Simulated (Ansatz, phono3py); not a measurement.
**Scattering channels in ZnSe (Stilleite, F-43m), one at a time**

Wanted: the sensitivity of κ of ZnSe (Stilleite) to the choices of the transport step.

Experimental results on record:
- thermal conductivity 19 W/m/K near room temperature (given in “Combining the AFLOW GIBBS and Elastic Libraries to efficiently and robustly screen thermo-mechanical properties of solids”, 2017, arXiv:1611.05714)

Program: Ansatz 0.2.0 and phono3py 4.10.0. Level of theory: DFT LDA, scalar-relativistic, plane waves, PAW; PAW set soft_1, in the first sound run; inputs show where later runs differ. Results are calculated unless marked as measured.

### 1. The structure

The structure is cubic, space group F-43m (No. 216). Conventional cell: a = 5.567 Å, b = 5.567 Å, c = 5.567 Å, α = 90.00°, β = 90.00°, γ = 90.00°. Nearest to Zn lie 4 Se at 2.41 Å. Se has 4 Zn at 2.41 Å nearest. Farther neighbours and most contacts between anions are not listed.

Coordinates:

```cif
data_structure
_symmetry_space_group_name_H-M 'P 1'
_symmetry_Int_Tables_number 1
_cell_length_a 3.9367
_cell_length_b 3.9367
_cell_length_c 3.9367
_cell_angle_alpha 60.000
_cell_angle_beta 60.000
_cell_angle_gamma 60.000
_cell_volume 43.14
loop_
_atom_site_label
_atom_site_type_symbol
_atom_site_fract_x
_atom_site_fract_y
_atom_site_fract_z
_atom_site_occupancy
Zn1 Zn 0.00000 0.00000 0.00000 1
Se2 Se 0.25000 0.25000 0.25000 1
```

### 2. The earlier run that gave the force constants

Input file input.yaml:

```yaml
crystal:
  lattice:
    - [0.0, 2.7836755404, 2.7836755404]
    - [2.7836755404, 0.0, 2.7836755404]
    - [2.7836755404, 2.7836755404, 0.0]
  atoms:
    - { symbol: Zn, position: [0.0, 0.0, 0.0] }
    - { symbol: Se, position: [0.25, 0.25, 0.25] }
kpoints:
  mp_grid: { grid: [12, 12, 12] }
hamiltonian:
  xc: lda
  pseudopotentials: { kind: paw, azcp: { folder: soft_1 }, xc_functional: pbe }
scf:
  occupations: { method: fixed }
  lower_state_search: "off"
output:
  eigenvalues: true
phonons:
  method: fd
  dielectric: true
  qmesh: [6, 6, 6]
  temperatures: { t_max: 1000, t_step: 50 }
  qpath:
    path:
      - [[0.0, 0.0, 0.0], [0.5, 0.0, 0.5], [0.5, 0.25, 0.75], [0.375, 0.375, 0.75], [0.0, 0.0, 0.0], [0.5, 0.5, 0.5], [0.625, 0.25, 0.625], [0.5, 0.25, 0.75], [0.5, 0.5, 0.5], [0.375, 0.375, 0.75]]
      - [[0.625, 0.25, 0.625], [0.5, 0.0, 0.5]]
    npoints: 10
  third_order: { supercell: [3, 3, 3], pair_cutoff: 4.766 }
  lattice_thermal_conductivity:
    qmesh: [19, 19, 19]
    temperatures: [100.0, 150.0, 200.0, 300.0, 400.0, 500.0, 600.0, 800.0]
    isotope_mass_variance:
      - { species: Se, variance: 0.0004628 }
      - { species: Zn, variance: 0.0005982 }
```

The run is started by

```bash
ansatz run input.yaml --threads 18 --pin off --max-ram 92160MiB --backend cuda --events-out ev --progress --plain --runs-dir out --max-vram 78GiB
```

Elapsed: 26 min, on 1 × NVIDIA GB200 with 18 threads of Arm Neoverse V2, shared host; peak memory 4.2 GiB.

Numbers from this step:

```
highest frequency            : 252.2 cm⁻¹
κ at 300 K (relaxation time) : 25.38 W/m/K
κ at 300 K (full solution)   : 26.42 W/m/K
dipole term                  : run
third-order blocks           : 842
```

### 3. Relaxation-time solution

The base run: each mode relaxes on its own with natural isotopes, and rates are split into normal and umklapp parts.

This step: DFT LDA, scalar-relativistic, plane waves, PAW; PAW set soft_1; phono3py on Ansatz's force constants (phono3py 4.10.0).

Input file phono3py.yaml:

```yaml
phono3py:
  version: "4.10.0"
  frequency_unit_conversion_factor: 15.633302
  symmetry_tolerance: 1.00000e-05

physical_unit:
  atomic_mass: "AMU"
  length: "angstrom"

space_group:
  type: "F-43m"
  number: 216
  Hall_symbol: "F -4 2 3"

primitive_matrix:
- [  1.000000000000000,  0.000000000000000,  0.000000000000000 ]
- [  0.000000000000000,  1.000000000000000,  0.000000000000000 ]
- [  0.000000000000000,  0.000000000000000,  1.000000000000000 ]

supercell_matrix:
- [   3,   0,   0 ]
- [   0,   3,   0 ]
- [   0,   0,   3 ]

# [primitive_cell block left out]
unit_cell:
  lattice:
  - [     0.000000000000000,     2.783675540400000,     2.783675540400000 ] # a
  - [     2.783675540400000,     0.000000000000000,     2.783675540400000 ] # b
  - [     2.783675540400000,     2.783675540400000,     0.000000000000000 ] # c
  points:
  - symbol: Zn # 1
    coordinates: [  0.000000000000000,  0.000000000000000,  0.000000000000000 ]
    mass: 65.380000
    reduced_to: 1
  - symbol: Se # 2
    coordinates: [  0.250000000000000,  0.250000000000000,  0.250000000000000 ]
    mass: 78.971000
    reduced_to: 2

# [supercell block left out]
phonon_supercell_matrix:
- [   6,   0,   0 ]
- [   0,   6,   0 ]
- [   0,   0,   6 ]

# [phonon_primitive_cell block left out]
# [phonon_supercell block left out]
nac:
  born_effective_charge:
  - # 1 (Zn)
    - [  1.968590722944593,  0.000000000000000,  0.000000000000000 ]
    - [  0.000000000000000,  1.968590722944592,  0.000000000000000 ]
    - [  0.000000000000000,  0.000000000000000,  1.968590722944592 ]
  - # 2 (Se)
    - [ -1.968590722944593,  0.000000000000000,  0.000000000000000 ]
    - [  0.000000000000000, -1.968590722944592,  0.000000000000000 ]
    - [  0.000000000000000,  0.000000000000000, -1.968590722944592 ]
  dielectric_constant:
    - [  7.507303767595457,  0.000000000000000,  0.000000000000000 ]
    - [  0.000000000000000,  7.507303767595457,  0.000000000000000 ]
    - [  0.000000000000000,  0.000000000000000,  7.507303767595456 ]
  unit_conversion_factor: 14.399645
```

The run is started by

```bash
phono3py phono3py.yaml --mesh 19 19 19 --br --isotope --nu --ts 100 150 200 300 400 500 600 800
```

What it wrote:

```text
Rust backend (phonors) using rayon (8 threads).
Running in phono3py.load mode.
Spglib version 2.8.0
----------------------------- General settings -----------------------------
Run mode: conductivity-RTA
HDF5 data compression filter: gzip
Crystal structure was read from "phono3py.yaml".
Supercell (dim): [3 3 3]
Phonon supercell (dim-fc2): [6 6 6]
Primitive matrix:
  [1. 0. 0.]
  [0. 1. 0.]
  [0. 0. 1.]
Spacegroup: F-43m (216)
Use -v option to watch primitive cell, unit cell, and supercell structures.
NAC parameters were read from "phono3py.yaml".
fc3 was read from "fc3.hdf5".
fc2 was read from "fc2.hdf5".
----------------------------- Force constants ------------------------------
Max drift of fc3: -0.00000500 (xzy) -0.00000500 (xzy) -0.00000500 (xyz)
Max drift of fc2: 0.00002100 (yy) 0.00002100 (yy)
--------------------------- Calculation settings ---------------------------
Non-analytical term correction (NAC): True
NAC unit conversion factor:  14.39964
BZ integration: Tetrahedron-method
Temperature:  100.0  150.0  200.0  300.0  400.0 ... 800.0
Cutoff frequency: 0.01
Mesh sampling: [ 19 19 19 ]
Generating grid system ... [ 19 19 19 ]
fc3-r2q-transformation over three atoms: True
--------------------------- Phonon calculations ----------------------------
Use NAC by Gonze et al. (no real space sum in current implementation)
  PRB 50, 13035(R) (1994), PRB 55, 10355 (1997)
  G-cutoff distance: 1.18, Number of G-points: 307, Lambda: 0.34
Running harmonic phonon calculations...
-------------------- Lattice thermal conductivity (RTA) --------------------
Running heat capacity calculations...
Running velocity calculations...
Running isotope scattering calculations with tetrahedron method...
======================= Grid point 0 (1/220) =======================
q-point: ( 0.00  0.00  0.00)
Boundary mean free path (millimeter): 1000.000
Mass variance parameters: 5.98e-04 4.63e-04
Number of triplets: 220
Frequency     group velocity (x, y, z)     |gv|
   0.006   (   0.000    0.000    0.000)    0.000
   0.006   (  -0.000    0.000    0.000)    0.000
   0.006   (   0.000    0.000    0.000)    0.000
   6.529   (   0.000    0.000   -0.000)    0.000
   6.529   (   0.000    0.000    0.000)    0.000
   6.529   (  -0.000    0.000   -0.000)    0.000
======================= Grid point 1 (2/220) =======================
q-point: ( 0.05  0.00  0.00)
Boundary mean free path (millimeter): 1000.000
Mass variance parameters: 5.98e-04 4.63e-04
Number of triplets: 670
Frequency     group velocity (x, y, z)     |gv|
   0.334   ( -11.727   11.727   11.727)   20.311
   0.334   ( -11.727   11.727   11.727)   20.311
   0.811   ( -28.093   28.093   28.093)   48.659
   6.530   (  -0.039    0.039    0.039)    0.067
   6.530   (  -0.039    0.039    0.039)    0.067
   7.563   (   1.025   -1.025   -1.025)    1.775
[217 grid points left out]
======================= Grid point 1647 (220/220) =======================
q-point: (-0.26  0.47  0.21)
Boundary mean free path (millimeter): 1000.000
Mass variance parameters: 5.98e-04 4.63e-04
Number of triplets: 1810
Frequency     group velocity (x, y, z)     |gv|
   2.487   (   3.779    1.599    0.000)    4.104
   2.817   (  -1.508    1.374    0.000)    2.040
   5.462   (  11.197   -3.464   -0.000)   11.720
   5.671   ( -10.810    0.598    0.000)   10.827
   6.732   (   1.206    0.188    0.000)    1.221
   7.030   (  -0.518    0.613    0.000)    0.803
=================== End of collection of collisions ===================
----------- Thermal conductivity (W/m-k) with tetrahedron method -----------
#  T(K)        xx         yy         zz         yz         xz         xy
  100.0      86.075     86.075     86.075      0.000     -0.000     -0.000
  150.0      52.030     52.030     52.030      0.000     -0.000     -0.000
  200.0      37.889     37.889     37.889      0.000     -0.000     -0.000
  300.0      24.968     24.968     24.968      0.000     -0.000     -0.000
  400.0      18.762     18.762     18.762      0.000     -0.000     -0.000
  500.0      15.067     15.067     15.067      0.000     -0.000     -0.000
  600.0      12.603     12.603     12.603      0.000     -0.000     -0.000
  800.0       9.510      9.510      9.510      0.000     -0.000     -0.000

Thermal conductivity related properties were written into
"kappa-m191919.hdf5".
Summary of calculation was written in "phono3py.yaml".
```

The job ended after 26 s (8 threads; peak memory 0.1 GiB; 2.8 min of CPU time).

This step gave:

```yaml
kappa_at_300_k: 24.97 W/m/K
kappa_xx_yy_zz_at_300_k: 24.97, 24.97, 24.97 W/m/K
normal_share_of_three_phonon_scattering_at_300_k: 0.493
```

W/m/K. Kappa, by row:

| T (K) | xx | yy | zz | yz | xz | xy |
| --- | --- | --- | --- | --- | --- | --- |
| 100 | 86.08 | 86.08 | 86.08 | 0 | 0 | 0 |
| 150 | 52.03 | 52.03 | 52.03 | 0 | 0 | 0 |
| 200 | 37.89 | 37.89 | 37.89 | 0 | 0 | 0 |
| 300 | 24.97 | 24.97 | 24.97 | 0 | 0 | 0 |
| 400 | 18.76 | 18.76 | 18.76 | 0 | 0 | 0 |
| 500 | 15.07 | 15.07 | 15.07 | 0 | 0 | 0 |
| 600 | 12.6 | 12.6 | 12.6 | 0 | 0 | 0 |
| 800 | 9.51 | 9.51 | 9.51 | 0 | 0 | 0 |

Table of lattice thermal conductivity, xx by temperature:

| temperature (K) | lattice thermal conductivity, xx (W/m/K) |
| --- | --- |
| 100 | 86.1 |
| 150 | 52.0 |
| 200 | 37.9 |
| 300 | 25.0 |
| 400 | 18.8 |
| 500 | 15.1 |
| 600 | 12.6 |
| 800 | 9.51 |

The mean scattering rate at 300 K by frequency:

| frequency (THz) | normal (1/ps) | umklapp (1/ps) |
| --- | --- | --- |
| 0.16 | - | - |
| 0.47 | 0.00207 | 2.1e-4 |
| 0.79 | 0.00391 | 0.00102 |
| 1.10 | 0.00428 | 0.00188 |
| 1.42 | 0.01 | 0.00659 |
| 1.74 | 0.0225 | 0.0213 |
| 2.05 | 0.0304 | 0.037 |
| 2.37 | 0.0273 | 0.035 |
| 2.68 | 0.0212 | 0.0323 |
| 3.00 | 0.0231 | 0.026 |
| 3.31 | 0.0443 | 0.0164 |
| 3.63 | 0.0921 | 0.0679 |
| 3.94 | 0.181 | 0.163 |
| 4.26 | 0.346 | 0.323 |
| 4.57 | 0.432 | 0.457 |
| 4.89 | 0.3 | 0.405 |
| 5.21 | 0.196 | 0.212 |
| 5.52 | 0.0873 | 0.0662 |
| 5.84 | 0.0342 | 0.0447 |
| 6.15 | 0.0336 | 0.0549 |
| 6.47 | 0.186 | 0.104 |
| 6.78 | 0.146 | 0.256 |
| 7.10 | 0.143 | 0.232 |
| 7.41 | 0.304 | 0.259 |

The base value at 300 K is 25.0 W/(m K).

The lattice thermal conductivity, xx is 25.0 W/m/K at 300 K, going as T^-1.0 above 200 K.

### 4. Two programs, one set of constants

This step: DFT LDA, scalar-relativistic, plane waves, PAW; PAW set soft_1 (Ansatz 0.2.0).

Ansatz's figure includes its coherence part. Comparison, by row:

| T (K) | Ansatz RTA (W/m/K) | phono3py RTA (W/m/K) | difference (%) |
| --- | --- | --- | --- |
| 100 | 87.64 | 86.08 | -1.78 |
| 150 | 52.91 | 52.03 | -1.66 |
| 200 | 38.51 | 37.89 | -1.61 |
| 300 | 25.38 | 24.97 | -1.62 |
| 400 | 19.08 | 18.76 | -1.68 |
| 500 | 15.34 | 15.07 | -1.76 |
| 600 | 12.85 | 12.6 | -1.95 |
| 800 | 9.723 | 9.51 | -2.19 |

### 5. Without isotopes, third order supercell 3×3×3, supercell 6×6×6

Leaving out the isotope term shows how much the natural mass disorder scatters.

This step: DFT LDA, scalar-relativistic, plane waves, PAW; PAW set soft_1; phono3py on Ansatz's force constants (phono3py 4.10.0).

phono3py.yaml is that of step 3.

The run is started by

```bash
phono3py phono3py.yaml --mesh 19 19 19 --br --ts 100 150 200 300 400 500 600 800
```

What it wrote:

```text
[banner, memory and clock lines left out]
Rust backend (phonors) using rayon (8 threads).
Running in phono3py.load mode.
Spglib version 2.8.0
----------------------------- General settings -----------------------------
Run mode: conductivity-RTA
HDF5 data compression filter: gzip
Crystal structure was read from "phono3py.yaml".
Supercell (dim): [3 3 3]
Phonon supercell (dim-fc2): [6 6 6]
Primitive matrix:
  [1. 0. 0.]
  [0. 1. 0.]
  [0. 0. 1.]
Spacegroup: F-43m (216)
Use -v option to watch primitive cell, unit cell, and supercell structures.
NAC parameters were read from "phono3py.yaml".
fc3 was read from "fc3.hdf5".
fc2 was read from "fc2.hdf5".
----------------------------- Force constants ------------------------------
Max drift of fc3: -0.00000500 (xzy) -0.00000500 (xzy) -0.00000500 (xyz)
Max drift of fc2: 0.00002100 (yy) 0.00002100 (yy)
--------------------------- Calculation settings ---------------------------
Non-analytical term correction (NAC): True
NAC unit conversion factor:  14.39964
BZ integration: Tetrahedron-method
Temperature:  100.0  150.0  200.0  300.0  400.0 ... 800.0
Cutoff frequency: 0.01
Mesh sampling: [ 19 19 19 ]
Generating grid system ... [ 19 19 19 ]
fc3-r2q-transformation over three atoms: True
--------------------------- Phonon calculations ----------------------------
  PRB 50, 13035(R) (1994), PRB 55, 10355 (1997)
  G-cutoff distance: 1.18, Number of G-points: 307, Lambda: 0.34
Running harmonic phonon calculations...
-------------------- Lattice thermal conductivity (RTA) --------------------
Running heat capacity calculations...
Running velocity calculations...
======================= Grid point 0 (1/220) =======================
q-point: ( 0.00  0.00  0.00)
Boundary mean free path (millimeter): 1000.000
Number of triplets: 220
Frequency     group velocity (x, y, z)     |gv|
   0.006   (   0.000    0.000    0.000)    0.000
   0.006   (  -0.000    0.000    0.000)    0.000
   0.006   (   0.000    0.000    0.000)    0.000
   6.529   (   0.000    0.000   -0.000)    0.000
   6.529   (   0.000    0.000    0.000)    0.000
   6.529   (  -0.000    0.000   -0.000)    0.000
======================= Grid point 1 (2/220) =======================
q-point: ( 0.05  0.00  0.00)
Boundary mean free path (millimeter): 1000.000
Number of triplets: 670
Frequency     group velocity (x, y, z)     |gv|
   0.334   ( -11.727   11.727   11.727)   20.311
   0.334   ( -11.727   11.727   11.727)   20.311
   0.811   ( -28.093   28.093   28.093)   48.659
   6.530   (  -0.039    0.039    0.039)    0.067
   6.530   (  -0.039    0.039    0.039)    0.067
   7.563   (   1.025   -1.025   -1.025)    1.775
[217 grid points left out]
======================= Grid point 1647 (220/220) =======================
q-point: (-0.26  0.47  0.21)
Boundary mean free path (millimeter): 1000.000
Number of triplets: 1810
Frequency     group velocity (x, y, z)     |gv|
   2.487   (   3.779    1.599    0.000)    4.104
   2.817   (  -1.508    1.374    0.000)    2.040
   5.462   (  11.197   -3.464   -0.000)   11.720
   5.671   ( -10.810    0.598    0.000)   10.827
   6.732   (   1.206    0.188    0.000)    1.221
   7.030   (  -0.518    0.613    0.000)    0.803
=================== End of collection of collisions ===================
----------- Thermal conductivity (W/m-k) with tetrahedron method -----------
#  T(K)        xx         yy         zz         yz         xz         xy
  100.0     112.321    112.321    112.321      0.000     -0.000     -0.000
  150.0      61.506     61.506     61.506      0.000     -0.000     -0.000
  200.0      42.945     42.945     42.945      0.000     -0.000     -0.000
  300.0      27.189     27.189     27.189      0.000     -0.000     -0.000
  400.0      20.025     20.025     20.025      0.000     -0.000     -0.000
  500.0      15.886     15.886     15.886      0.000     -0.000     -0.000
  600.0      13.178     13.178     13.178      0.000     -0.000     -0.000
  800.0       9.839      9.839      9.839      0.000     -0.000     -0.000

Thermal conductivity related properties were written into
"kappa-m191919.hdf5".
Summary of calculation was written in "phono3py.yaml".
```

The job ended after 25 s (8 threads; peak memory 0.1 GiB; 2.6 min of CPU time).

Numbers from this step:

- κ at 300 K: 27.19 W/m/K
- κ xx, yy, zz at 300 K: 27.19, 27.19, 27.19 W/m/K

W/m/K. Kappa, by row:

| T (K) | xx | yy | zz | yz | xz | xy |
| --- | --- | --- | --- | --- | --- | --- |
| 100 | 112.3 | 112.3 | 112.3 | 0 | 0 | 0 |
| 150 | 61.51 | 61.51 | 61.51 | 0 | 0 | 0 |
| 200 | 42.94 | 42.94 | 42.94 | 0 | 0 | 0 |
| 300 | 27.19 | 27.19 | 27.19 | 0 | 0 | 0 |
| 400 | 20.02 | 20.02 | 20.02 | 0 | 0 | 0 |
| 500 | 15.89 | 15.89 | 15.89 | 0 | 0 | 0 |
| 600 | 13.18 | 13.18 | 13.18 | 0 | 0 | 0 |
| 800 | 9.839 | 9.839 | 9.839 | 0 | 0 | 0 |

κ at 300 K goes from 25.0 in the base run to 27.2 W/(m K).

(Part 1 of 5 ends here.)

[Logs are printed without paths, hosts, clocks, repeated set-up lines and the standing remarks that a program may print on its own settings, such as how far it seeks lower states.]

[Hosts, paths, dates, database ids (printed as entryN), source tags and the programs' standing remarks are cut or masked in the printed files.]

[A step with changed settings may run another functional than the one named; its input shows which.]
